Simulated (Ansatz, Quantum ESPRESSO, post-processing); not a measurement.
# Ballistic transmission: Cu(111) with two reversed steps (an extrinsic fault), part 3 of 3

How well does the junction conduct in the ballistic limit? It is: Cu(111) with two reversed steps (an extrinsic fault).

Quantum ESPRESSO 7.5; plane-wave DFT, PBE, GBRV ultrasoft pseudopotentials; cross-check by Ansatz 0.2.0 with PAW datasets.

So far. Step 2 (Ground state): The run needed 13 iterations to bring the estimated error under 1e-07 Ry; the largest force on any atom, held or free, is 0.03 eV/Å. Step 3 (The open system): At no point does T exceed the number of channels.

## (4) Transmission with pwcond.x, with nz1 = 11

Level of this step: transmission by pwcond, lead and junction from one cell; plane-wave DFT, PBE, GBRV ultrasoft pseudopotentials (Quantum ESPRESSO).

How much does a setting matter? One run is repeated with a change.

The input, cond.w.in:

```
&inputcond
  outdir = './out'
  prefixt = 'scf'
  tran_file = 'cond.w.dat'
  bdl = 2.4494897430
  bds = 13.0639452958
  ikind = 1
  ewind = 4.0
  epsproj = 1e-05
  nz1 = 11
  energy0 = 0.4
  denergy = -0.4
/
10
  0.00000000 0.00000000 0.01562500
  0.00000000 0.12500000 0.09375000
  0.00000000 0.25000000 0.09375000
  0.00000000 0.37500000 0.09375000
  0.00000000 0.50000000 0.04687500
  0.12500000 0.25000000 0.09375000
  0.12500000 0.37500000 0.18750000
  0.12500000 0.50000000 0.18750000
  0.25000000 0.50000000 0.09375000
  0.25000000 0.62500000 0.09375000
3
```

Command:

```sh
OMP_NUM_THREADS=1 mpirun -n 4 pwcond.x -in cond.w.in > cond.w.out
```

Numbers of over 12 decimals in the logs are rounded to 6 here.

What it wrote:

```text
[banner, memory and clock lines left out]
Program PWCOND v.7.5 starts
[citation notice left out]

[...]
./out/scf.save/

     IMPORTANT: XC functional enforced from input :
     Exchange-correlation= PBE
                           (   1   4   3   4   0   0   0)
     Any further DFT definition will be discarded
     Please, verify this is what you really want

     Check: negative core charge=   -0.000002
     Reading collected, re-writing distributed wavefunctions

===== INPUT FILE containing all the regions =====

     GEOMETRY:

     lattice parameter (alat)  =       4.8639  a.u.
     the volume                =    1301.8494 (a.u.)^3
     the cross section         =      20.4881 (a.u.)^2
     l of the unit cell        =      13.0639 (alat)
     number of atoms/cell      =           16
     number of atomic types    =            1

     crystal axes: (cart. coord. in units of alat)
               a(1) = (  1.0000  0.0000  0.0000 )
               a(2) = (  0.5000  0.8660  0.0000 )
               a(3) = (  0.0000  0.0000 13.0639 )

   Cartesian axes

     site n.     atom                  positions (alat units)
          1        Cu     tau(  1)=(  0.0000  0.0000 13.0639  )
          2        Cu     tau(  2)=(  0.5000  0.2887  0.8165  )
          3        Cu     tau(  3)=(  1.0000  0.5774  1.6330  )
          4        Cu     tau(  4)=(  0.0000  0.0000  2.4495  )
          5        Cu     tau(  5)=(  0.5000  0.2887  3.2660  )
          6        Cu     tau(  6)=(  1.0000  0.5774  4.0825  )
          7        Cu     tau(  7)=(  0.5000  0.2887  4.8990  )
          8        Cu     tau(  8)=(  0.0000  0.0000  5.7155  )
          9        Cu     tau(  9)=(  0.5000  0.2887  6.5320  )
         10        Cu     tau( 10)=(  1.0000  0.5774  7.3485  )
         11        Cu     tau( 11)=(  0.0000  0.0000  8.1650  )
         12        Cu     tau( 12)=(  0.5000  0.2887  8.9815  )
         13        Cu     tau( 13)=(  1.0000  0.5774  9.7980  )
         14        Cu     tau( 14)=(  0.0000  0.0000 10.6145  )
         15        Cu     tau( 15)=(  0.5000  0.2887 11.4310  )
         16        Cu     tau( 16)=(  1.0000  0.5774 12.2474  )

     nr1s                      =           24
     nr2s                      =           24
     nr3s                      =          256
     nr1sx                     =           24
     nr2sx                     =           24
     nr3sx                     =          256
     nr1                       =           24
     nr2                       =           24
     nr3                       =          288
     nr1x                      =           24
     nr2x                      =           24
     nr3x                      =          288

 _______________________________
  Radii of nonlocal spheres:

     type       ibeta     ang. mom.          radius (alat units)
       Cu         1         0                    0.3212
       Cu         2         0                    0.3212
       Cu         3         1                    0.3212
       Cu         4         1                    0.3212
       Cu         5         2                    0.3212
       Cu         6         2                    0.3212
----- General information -----

--- T calc. with identical leads (ikind=1) ---

     nrx                       =           24
     nry                       =           24
     nz1                       =           11

     energy0               =         4.0E-01
     denergy               =        -4.0E-01
     nenergy               =          3
     ecut2d                =         4.0E+01
     ewind                 =         4.0E+00
     epsproj               =         1.0E-05

     number of k_|| points=   10
                       cryst. coord.
        k(    1) = (   0.0000000   0.0000000), wk =   0.0156250
        k(    2) = (   0.0000000   0.1250000), wk =   0.0937500
[...]
k(   10) = (   0.2500000   0.6250000), wk =   0.0937500
----- Information about left/right lead -----

     nocros                   =           18
     noins                    =           36
     norb                     =           72
     norbf                    =          252
     nrz                      =           48

      iorb      type   ibeta   ang. mom.   m       position (alat)
        1        1       1        0        1   taunew(   1)=(  0.0000  0.0000  0.0000)
        2        1       2        0        1   taunew(   2)=(  0.0000  0.0000  0.0000)
[...]
72        1       6        2        5   taunew(  72)=(  0.0000  0.0000  2.4495)
    k slab    z(k)  z(k+1)     crossing(iorb=1,norb)
    1   0.0000 0.0510 0.0510   111111111111111111000000000000000000000000000000000000000000000000000000
    2   0.0510 0.1021 0.0510   111111111111111111000000000000000000000000000000000000000000000000000000
[...]
48   2.3985 2.4495 0.0510   000000000000000000000000000000000000000000000000000000111111111111111111
----- Information about scattering region -----

     noins                    =          216
     norb                     =          252
     norbf                    =          252
     nrz                      =          208

      iorb      type   ibeta   ang. mom.   m       position (alat)
        1        1       1        0        1   taunew(   1)=(  0.0000  0.0000 -0.0000)
        2        1       2        0        1   taunew(   2)=(  0.0000  0.0000 -0.0000)
[...]
252        1       6        2        5   taunew( 252)=(  0.0000  0.0000 10.6145)
 ngper, shell number =           61           9
 ngper, n2d =           61          56
---  E-Ef =    0.4000000  k =    0.0000000   0.0000000
---  ie =          1  ik =          1
 Nchannels of the left tip =            0
 Right moving states:
   k1(2pi/a)   k2(2pi/a)   E-Ef (eV)
 Left moving states:
   k1(2pi/a)   k2(2pi/a)   E-Ef (eV)

 to transmit
          E-Ef(ev), T =    0.4000000   0.0000000
---  E-Ef =    0.0000000  k =    0.0000000   0.0000000
---  ie =          2  ik =          1
 Nchannels of the left tip =            0
 Right moving states:
   k1(2pi/a)   k2(2pi/a)   E-Ef (eV)
 Left moving states:
   k1(2pi/a)   k2(2pi/a)   E-Ef (eV)

 to transmit
          E-Ef(ev), T =    0.0000000   0.0000000
---  E-Ef =   -0.4000000  k =    0.0000000   0.0000000
---  ie =          3  ik =          1
 Nchannels of the left tip =            0
 Right moving states:
   k1(2pi/a)   k2(2pi/a)   E-Ef (eV)
 Left moving states:
   k1(2pi/a)   k2(2pi/a)   E-Ef (eV)

 to transmit
          E-Ef(ev), T =   -0.4000000   0.0000000
 ngper, shell number =           61          34
 ngper, n2d =           61          60
[... further energies and points left out ...]
---  E-Ef =    0.4000000  k =    0.2500000   0.6250000
---  ie =          1  ik =         10
 Nchannels of the left tip =            0
 Right moving states:
   k1(2pi/a)   k2(2pi/a)   E-Ef (eV)
 Left moving states:
   k1(2pi/a)   k2(2pi/a)   E-Ef (eV)

 to transmit
          E-Ef(ev), T =    0.4000000   0.0000000
---  E-Ef =    0.0000000  k =    0.2500000   0.6250000
---  ie =          2  ik =         10
 Nchannels of the left tip =            0
 Right moving states:
   k1(2pi/a)   k2(2pi/a)   E-Ef (eV)
 Left moving states:
   k1(2pi/a)   k2(2pi/a)   E-Ef (eV)

 to transmit
          E-Ef(ev), T =    0.0000000   0.0000000
---  E-Ef =   -0.4000000  k =    0.2500000   0.6250000
---  ie =          3  ik =         10
 Nchannels of the left tip =            0
 Right moving states:
   k1(2pi/a)   k2(2pi/a)   E-Ef (eV)
 Left moving states:
   k1(2pi/a)   k2(2pi/a)   E-Ef (eV)

 to transmit
          E-Ef(ev), T =   -0.4000000   0.0000000
   T_tot     0.40000      0.17154E+01
   T_tot     0.00000      0.17465E+01
   T_tot    -0.40000      0.14473E+01

[...]
```

The job ended after 27 s (4 MPI ranks of Arm Neoverse V2, shared host; peak memory 0.27 GiB).

Beside the run it was changed from:

```csv
quantity,this run,unchanged run,difference
"transmission at the Fermi level, one spin",0.8733,0.8735,-2.4e-4
"lead channels at the Fermi level, one spin",0.8906,0.8906,0
wall time (s),27,24,
```

Over all energies T moves by up to 9.9e-4, at -0.4 eV.

The physical values in this table stay within 0.05 %.

## (5) Cross-check with Ansatz

As a check, the same structure is run in Ansatz.

Level of this step: plane-wave DFT, PBE, Ansatz PAW (Ansatz 0.2.0).

The input, input.yaml:

```yaml
crystal:
  lattice:
    - [2.5738686835, 0.0, 0.0]
    - [1.2869343418, 2.2290356659, 0.0]
    - [0.0, 0.0, 33.6248796776]
  atoms:
    - { symbol: Cu, position: [0.0, 0.0, 0.0] }
    - { symbol: Cu, position: [0.333333333, 0.333333333, 0.0625] }
    - { symbol: Cu, position: [0.666666667, 0.666666667, 0.125] }
    - { symbol: Cu, position: [0.0, 0.0, 0.1875] }
    - { symbol: Cu, position: [0.333333333, 0.333333333, 0.25] }
    - { symbol: Cu, position: [0.666666667, 0.666666667, 0.3125] }
    - { symbol: Cu, position: [0.333333333, 0.333333333, 0.375] }
    - { symbol: Cu, position: [0.0, 0.0, 0.4375] }
    - { symbol: Cu, position: [0.333333333, 0.333333333, 0.5] }
    - { symbol: Cu, position: [0.666666667, 0.666666667, 0.5625] }
    - { symbol: Cu, position: [0.0, 0.0, 0.625] }
    - { symbol: Cu, position: [0.333333333, 0.333333333, 0.6875] }
    - { symbol: Cu, position: [0.666666667, 0.666666667, 0.75] }
    - { symbol: Cu, position: [0.0, 0.0, 0.8125] }
    - { symbol: Cu, position: [0.333333333, 0.333333333, 0.875] }
    - { symbol: Cu, position: [0.666666667, 0.666666667, 0.9375] }
kpoints:
  mp_grid: { grid: [11, 11, 1] }
hamiltonian:
  xc: pbe
scf:
  occupations: { method: fermi_dirac, width: 0.1 }
  convergence: { dr2_threshold: 1.0e-08 }
output:
  transmission: { leads: [[0, 3]], e_range: [-0.4, 0.4], de: 0.4, kmesh: [8, 8] }
  write_potential: true
  write_density: true
  volumetric_format: npy
```

Command:

```sh
ansatz run input.yaml --threads 4 --pin off --max-ram 8192MiB --backend cpu --events-out ev --progress --plain --runs-dir out
```

What it wrote:

```text
Engine: ansatz 0.2.0, aarch64-unknown-linux-gnu
Pseudopotentials: kind: paw
Pseudopotential: Cu, paw, valence charge 19, recommended cutoff 420 eV (normal), Cu.paw.azcp
Functional definition: PBE
  parameter kappa = 0.804
  parameter beta = 0.066725
  exchange = pbe_x(kappa = kappa, mu = beta*pi^2/3)
  correlation = pbe_c(beta = beta)
Crystal: 16 atoms, lattice volume = 192.914 Å³
Basis set: ecut = 420 eV, 3875 PW (Γ)
Bands: 183, of which v1, the nominal top of the filled ones, is band 152 counted from 1 (151 counted from 0)
Symmetry: 12 space group operations
Space group: P-3m1 (ITA 164), of the structure as read, at distance tolerance 5.8e-5 Å
k-points: 16 of 121
Non-local potential: Cu, projectors of the file, l = 0: 3, l = 1: 2, l = 2: 3, l = 3: 1
PAW form: soft (Blöchl's): semilocal exchange-correlation on the pseudo side does not see the compensation charge
PAW one-centre angular grid: Cu, 590 points (default); XC on 64 Gauss nodes
Initial density: superposition of atomic densities (neutral atoms: chi_scale 0, normalization atom), corrected by the library's trained network
Initial wavefunctions: pseudopotential atomic-orbital guess
Functional: x = pbe(κ = 0.804, μ = 0.219515), c = pbe(β = 0.066725)
SCF iter   1: F=—  HF=-106002.857113 eV  |F-HF|=—  |Δ(HF+E_count)|=         —  Δρ=1.06e-3  dr2=1.03e-3  ethr=1.77e-3  ⟨swp⟩=4.9  Hψ=9125  notcnv=0  defer=176
preconditioner: auto → Kerker (q_TF=auto, 2.943 Å⁻¹)  [metal: Δε(μ)=0.042 eV  Ē_g=10.461 eV  σ=0.100 eV  W_gap=0.10  n_scr=84 (ndim 8)  ℏωp=35.5 eV  f_vac=0.000  D(μ)=5.54/eV (n_scr^D=24)]
SCF iter   2: F=—  HF=-106002.858319 eV  |F-HF|=—  |Δ(HF+E_count)|=   1.21e-3  Δρ=5.43e-4  dr2=3.03e-4  ethr=3.38e-7  ⟨swp⟩=3.1  Hψ=6873  notcnv=0  defer=206
SCF iter   3: F=—  HF=-106002.858566 eV  |F-HF|=—  |Δ(HF+E_count)|=   2.46e-4  Δρ=2.87e-4  dr2=1.37e-4  ethr=9.95e-8  ⟨swp⟩=2.4  Hψ=4030  notcnv=0  defer=206
SCF iter   4: F=—  HF=-106002.858565 eV  |F-HF|=—  |Δ(HF+E_count)|=   2.12e-7  Δρ=5.19e-5  dr2=1.70e-5  ethr=4.49e-8  ⟨swp⟩=2.0  Hψ=3770  notcnv=0  defer=206
SCF iter   5: F=—  HF=-106002.858289 eV  |F-HF|=—  |Δ(HF+E_count)|=   2.76e-4  Δρ=2.65e-5  dr2=4.39e-6  ethr=5.60e-9  ⟨swp⟩=1.2  Hψ=2645  notcnv=0  defer=206
SCF iter   6: F=—  HF=-106002.858289 eV  |F-HF|=—  |Δ(HF+E_count)|=   2.34e-7  Δρ=2.67e-5  dr2=1.79e-6  ethr=1.44e-9  ⟨swp⟩=2.1  Hψ=4082  notcnv=0  defer=206
SCF iter   7: F=—  HF=-106002.858289 eV  |F-HF|=—  |Δ(HF+E_count)|=   1.79e-7  Δρ=5.86e-6  dr2=3.42e-7  ethr=5.90e-10  ⟨swp⟩=2.0  Hψ=3916  notcnv=0  defer=206
SCF iter   8: F=—  HF=-106002.858289 eV  |F-HF|=—  |Δ(HF+E_count)|=   1.60e-8  Δρ=4.25e-6  dr2=1.02e-7  ethr=1.12e-10  ⟨swp⟩=2.2  Hψ=3934  notcnv=0  defer=206
SCF iter   9: F=-106002.858289 eV  HF=-106002.858289 eV  |F-HF|=2.88e-9  |Δ(HF+E_count)|=   3.25e-9  Δρ=1.22e-6  dr2=3.72e-9  ethr=3.29e-12  ⟨swp⟩=7.3  Hψ=11030  notcnv=0
SCF 1 converged in 9 iterations: F = -106002.858289 eV  dr2 = 3.72e-9
  greatest PAW one-centre occupation: 1.000 electrons in one spin orbital (limit 2), on the Cu atom at site 6 (counted from 0), in its partial waves of l = 0
transmission: 44 of 420 steps passed
transmission: 84 of 420 steps passed
[...]
transmission: 420 of 420 steps passed
SCF converged after 9 iterations
Free energy (F): -106002.858289 eV
Harris-Foulkes:  -106002.858289 eV  (|F-HF|=2.88e-9)
Internal energy: -106002.684255 eV  (E = F + TS)
E sigma→0 (E₀):  -106002.771272 eV
Entropy (-TS):   -0.174034 eV (-10.877 meV/atom)
Fermi energy:    16.384194 eV
--- Per-component energies (eV) ---
  E_band       = -5867.963023
  E_kinetic    = 4794.844023
  E_local      = -65411.675319  (includes V_loc(G=0)·N_el)
  E_nonlocal   = 6238.984960
  E_hartree    = 28794.770127
  E_xc         = -1430.595510
  E_vxc        = -1845.983524  (∫ρ·V_xc dr)
  E_paw        = -26608.263719  (= ΣΔE_a)
  E_vpaw       = -7233.673101  (= ΣTr[D̂ρ^β])
  E_aug_tail   = 0.003942  (compensation charges beyond the density's cutoff)
  E_ewald      = -52380.752760
  E_smearing   = -0.174034  (= −TS)
  E_closure    = -0.000000  (closes the sum)
  Σ components = -106002.858289   (vs F -106002.858289, Δ=0.00e0)
--- Band table (eV; the first three rows and the last of 16) ---
  k-point 0: bands = [... 148 lower, 14.5902, 14.5923, 14.5923, 14.6893, 14.6893, 14.7055, 14.7055, 14.7189, ... 27 higher]
  k-point 1: bands = [... 148 lower, 14.5442, 14.5677, 14.6529, 14.6659, 14.7303, 14.7417, 14.7444, 14.9856, ... 27 higher]
  k-point 2: bands = [... 148 lower, 14.6205, 14.7206, 14.7324, 14.7688, 14.8082, 14.9426, 15.2443, 15.7235, ... 27 higher]
  k-point 15: bands = [... 148 lower, 18.7621, 18.8081, 18.8213, 18.9278, 19.1016, 19.2422, 19.5678, 19.6187, ... 27 higher]
--- Transmission ---
  basis      : 55 plane waves across, 42 finite elements along
  points     : 10, standing for a mesh of 8 x 8
  energies   : 3 from -0.400000 to 0.400000 eV about the Fermi level, 0.400000 eV apart; the leads are filled to 0.000000 eV, and channels, transmission and decay are at 0.000000 eV
  crystal 0  : Cu3, at the sites [0, 3], period 6.3047 Å, over 31.52 Å; its Hamiltonian steps by up to 1.8 meV
    offset         : up to 0.0000 Å between an atom of the period and one for which it stands
    channels       : 8.906250e-1 a spin
    conductance    : none, the energies end too early or step too widely for 300 K: set another output.transmission.e_range or a lower de, or, where they end at an eighth of basis.ecutwfc, a higher one
    slowest decay  : 0.1788 /Å at (0.0000, 0.0000)
  junction   : crystal 0 to crystal 0, -3.85 to 23.47 Å
    transmission   : 8.828497e-1 a spin
    conductance    : none, the energies end too early or step too widely for 300 K: set another output.transmission.e_range or a lower de, or, where they end at an eighth of basis.ecutwfc, a higher one
```

It took 11 s on 4 threads; peak memory 1.2 GiB.

This step gave:

```
free energy                                  : -106002.8583 eV
energy at zero smearing                      : -106002.7713 eV
smearing term TS                             : 0.1740 eV
Fermi energy                                 : 16.38 eV
symmetry operations                          : 12
transmission at the Fermi level, one spin    : 0.8828
step of the lead's Hamiltonian over a period : 1.8 meV
```

Per spin; mean over the k mesh across the current. Transmission, zone mean against energy, zero at the Fermi level:

```csv
energy (eV),"transmission, zone mean"
-0.400,0.685
0.000,0.883
0.400,0.859
```

Per spin; mean over the k mesh across the current. The open channels, zone mean by energy, zero at the Fermi level:

```csv
energy (eV),"open channels, zone mean"
-0.400,0.797
0.000,0.891
0.400,0.891
```

Ansatz finds T = 0.883 against pwcond's 0.874.

## (6) All levels side by side

All levels:

```csv
step,T at the Fermi level (per spin),conductance (G0),r.m.s. T(E) from the first,CPU time of the step (s),peak memory (GiB)
Ansatz,0.8829,-,0,41.95,1.182
pwcond,0.8735,0.8735,0.02271,96.82,0.26
"pwcond, changed setting",0.8733,0.8733,0.0233,108.1,0.27
```

Per spin; mean over the k mesh across the current. Table of transmission, zone mean by energy, zero at the Fermi level:

```csv
energy (eV),Ansatz,pwcond,"pwcond, changed setting"
-0.400,0.685,0.723,0.724
0.000,0.883,0.874,0.873
0.400,0.859,0.858,0.858
```

## (7) Worked from the printed numbers

The Landauer sum over the mesh, Σ w T = 0.1875 × 1 + 0.1875 × 0.968 + 0.0938 × 1 + … = 0.8735.

G = 0.874 × 77.48 µS = 67.7 µS a cell. Times the area of 5.737 Å², the resistance-area product is A/G = 0.848 fΩ m², the leads' contact resistance included.

Free electrons at 1 an atom (3 atoms in 36.2 Å³) have k_F = 1.349 1/Å and offer A k_F²/4π = 0.83 channels per spin; the lead has 0.89 on this mesh.

## (8) What came out

```yaml
conductance_from_t_at_the_fermi_level_a_cell: 0.874 G₀
conductance_per_area: 1180 S/μm²
lead_channels_per_spin: 0.89
the_same_conductance_by_ansatz: 0.883 G₀
```

What this shows: The junction conducts 0.874 G₀ a cell at the Fermi level (PBE, GBRV ultrasoft). At the Fermi level the junction passes 98 % of what the leads offer, nearly all. At the Fermi level pwcond and Ansatz differ by 1.1 %, a close match. The mean rests on 10 distinct points, the heaviest weighing 0.19, and the mesh was not tested, so even the second digit is unsure. Over -0.4 to 0.4 eV, T lies between 0.72 and 0.87 per spin. The geometry is as built, not relaxed, and the leads are short.

[Logs are printed without paths, hosts, clocks, repeated set-up lines and the standing remarks that a program may print on its own settings, such as how far it seeks lower states.]

[Hosts, paths, dates, database ids (printed as entryN), source tags and the programs' standing remarks are cut or masked in the printed files.]

[Maps of the electrostatic potential energy from Ansatz leave out the sawtooth potential of an applied field or a dipole correction, so their vacuum need not be flat; planar profiles and work functions include it.]
